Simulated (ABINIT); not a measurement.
## SrTiO3 (Tausonite): changed settings of a GW run in ABINIT

Aim: change inputs of a GW run on SrTiO3 (Tausonite) and see what moves.

Method: PBE and many-body steps on it, plane waves, in ABINIT 10.8.3.

Report form: the programs' logs are mostly left out.

**1. Set-up**

The structure is cubic, space group Pm-3m (No. 221). The conventional cell has a = 3.905 Å, b = 3.905 Å, c = 3.905 Å, α = 90.00°, β = 90.00°, γ = 90.00°. Nearest to Sr lie 12 O at 2.76 Å. Nearest to Ti lie 6 O at 1.95 Å. Nearest to O lie 2 Ti at 1.95 Å and 4 Sr at 2.76 Å. Farther neighbours and most contacts between anions are not listed.

The cell and positions come from the Crystallography Open Database and are kept as given unless a step says otherwise.

**2. Screening, 4×4×4 mesh, 197 bands, screening to 190.5 eV**

This step: ABINIT 10.8.3; RPA screening on PBE, plane waves, norm-conserving pseudopotentials.

The RPA dielectric matrix is built and inverted for each q.

File run.abi:

```
acell 3*1.0 Angstrom
rprim 
  3.905280000000 0.000000000000 0.000000000000
  0.000000000000 3.905280000000 0.000000000000
  0.000000000000 0.000000000000 3.905280000000
ntypat 3
znucl 38 22 8
natom 5
typat 1 2 3 3 3
xred 
  0.500000000000 0.500000000000 0.500000000000
  0.000000000000 0.000000000000 0.000000000000
  0.500000000000 0.000000000000 0.000000000000
  0.000000000000 0.500000000000 0.000000000000
  0.000000000000 0.000000000000 0.500000000000
pp_dirpath "pseudos"
pseudos "Sr.upf, Ti.upf, O.upf"
ecut 38
ngkpt 4 4 4
nshiftk 1
shiftk 0 0 0
kptopt 1
chksymbreak 0
istwfk *1
occopt 1
irdwfk 1
optdriver 3
nband 197
ecuteps 7
inclvkb 2
awtr 1
symchi 1
indata_prefix "in"
outdata_prefix "out"
tmpdata_prefix "tmp"
```

Launch:

```sh
$ OMP_NUM_THREADS=1 mpirun -n 8 abinit run.abi > log
```

Elapsed: 5 min, on 8 MPI ranks of Arm Neoverse V1, shared host; peak memory 2.5 GiB.

This step gave:

| Property | Result |
| --- | --- |
| ε∞ with local fields, on this mesh, along the program's q direction | 6.391 |
| the same without local fields | 6.776 |
| plasma frequency | 30.43 eV |
| plane waves in the screening matrix | 365 |

Local fields lower ε∞ by 6 %. On a Γ-centred mesh this coarse the value itself is usually too large, while a short band sum pulls it down.

**3. Base**

The self-energy is evaluated for the states that the input lists, and the levels follow from it, in one-shot runs by the linearised quasiparticle equation.

This step: G0W0 on PBE, plane waves, norm-conserving pseudopotentials.

Edit run.abi of step 2 so:

```diff
@@ -26,8 +26,17 @@
 irdwfk 1
-optdriver 3
+optdriver 4
 nband 197
+gwcalctyp 0
+ecutsigx 38
+symsigma 1
+nkptgw 2
+kptgw 
+  0.5000000000 0.5000000000 0.5000000000
+  0.0000000000 0.0000000000 0.0000000000
+bdgw 
+  18 23
+  18 23
 ecuteps 7
-inclvkb 2
-awtr 1
-symchi 1
+irdscr 1
+ppmodel 1
 indata_prefix "in"
```

Run time: 46 s. Hardware: 8 MPI ranks; peak memory 2.4 GiB.

This step gave:

```
G0W0 gap on the points computed              : 3.479 eV
starting gap on the mesh                     : 1.908 eV
k of the valence top                         : 0.5, 0.5, 0.5
k of the conduction bottom                   : 0, 0, 0
Z at the valence top                         : 0.767
Z at the conduction bottom                   : 0.781
least direct G0W0 gap on the computed points : 3.852 eV
```

The gap on the mesh goes from 1.91 eV to 3.48 eV, a correction of +1.57 eV.

**4. Coulomb singularity**

Edit run.abi of step 3 so:

```diff
@@ -41,2 +41,3 @@
 ppmodel 1
+gw_icutcoul 7
 indata_prefix "in"
```

It took 48 s on 8 MPI ranks; peak memory 2.4 GiB; 5.1 min of CPU time.

This step gave:

- G0W0 gap on the points computed: 3.480 eV
- starting gap on the mesh: 1.908 eV
- k of the valence top: 0.5, 0.5, 0.5
- k of the conduction bottom: 0, 0, 0
- Z at the valence top: 0.766
- Z at the conduction bottom: 0.781
- least direct G0W0 gap on the computed points: 3.853 eV

Against G0W0 in ABINIT (4×4×4 mesh, 197 bands, screening to 190.5 eV, Godby-Needs plasmon pole), the gap moves by +0.001 eV.

**5. The runs together**

Times are wall times on 8 MPI ranks of Arm Neoverse V1, shared host, good to a factor of about two. A run's time includes the screening step that it read.

| run | mesh | bands | screening cutoff (eV) | DFT gap (eV) | gap on the mesh (eV) | direct (eV) | ε∞ used | time |
| --- | --- | --- | --- | --- | --- | --- | --- | --- |
| base | 4×4×4 | 197 | 190.5 | 1.908 | 3.479 | 3.852 | 6.39 | 5.7 min |
| Coulomb singularity | 4×4×4 | 197 | 190.5 | 1.908 | 3.480 | 3.853 | 6.39 | 5.8 min |

**6. Results**

```json
{
 "base": "3.479 eV",
 "Coulomb singularity": "3.480 eV",
 "known limits": "not at the basis limit; no spin-orbit coupling; coarse k mesh"
}
```

What this shows: Coulomb singularity: +0.001 eV against base (keys changed: gw_icutcoul). Bands and cutoff are finite, so the gap is not at the basis limit. The miss can reach some tenths of an eV and take either sign; the mesh is an error of its own. In the first G0W0 run levels were corrected at 2 k points alone, so a gap called «on the mesh» is the least over those, and an edge elsewhere would be missed. The 4×4×4 mesh is coarse for this cell, which bears on the long-range parts of exchange and screening. This is the ideal cubic cell; many perovskites, halides above all, are cubic only on average, and local tilts or off-centring can widen the gap. The many-body steps are scalar-relativistic: spin-orbit coupling is not in them.

[Paths, hosts, dates, memory and timing lines, banners, echoed tables and standing remarks are left out of the program output.]

[Logs are printed without paths, hosts, clocks, repeated set-up lines and the standing remarks that a program may print on its own settings, such as how far it seeks lower states.]

[Runs of the session that timed out or met a known fault of the program may be left out.]

[No measured gap is set beside runs whose start may be inverted or whose files or cutoffs have a known fault.]

[Hosts, paths, dates, database ids (printed as entryN), source tags and the programs' standing remarks are cut or masked in the printed files.]

[G0W0 gaps are taken among the corrected bands and points alone; a level outside them can change the order at an edge.]

[Where Ansatz stands beside ABINIT at settings called matched, ABINIT's density can come from a denser mesh and the files from another edition; pairs whose starting gaps differed by over 0.03 eV were left out, so agreement reads better than it is.]
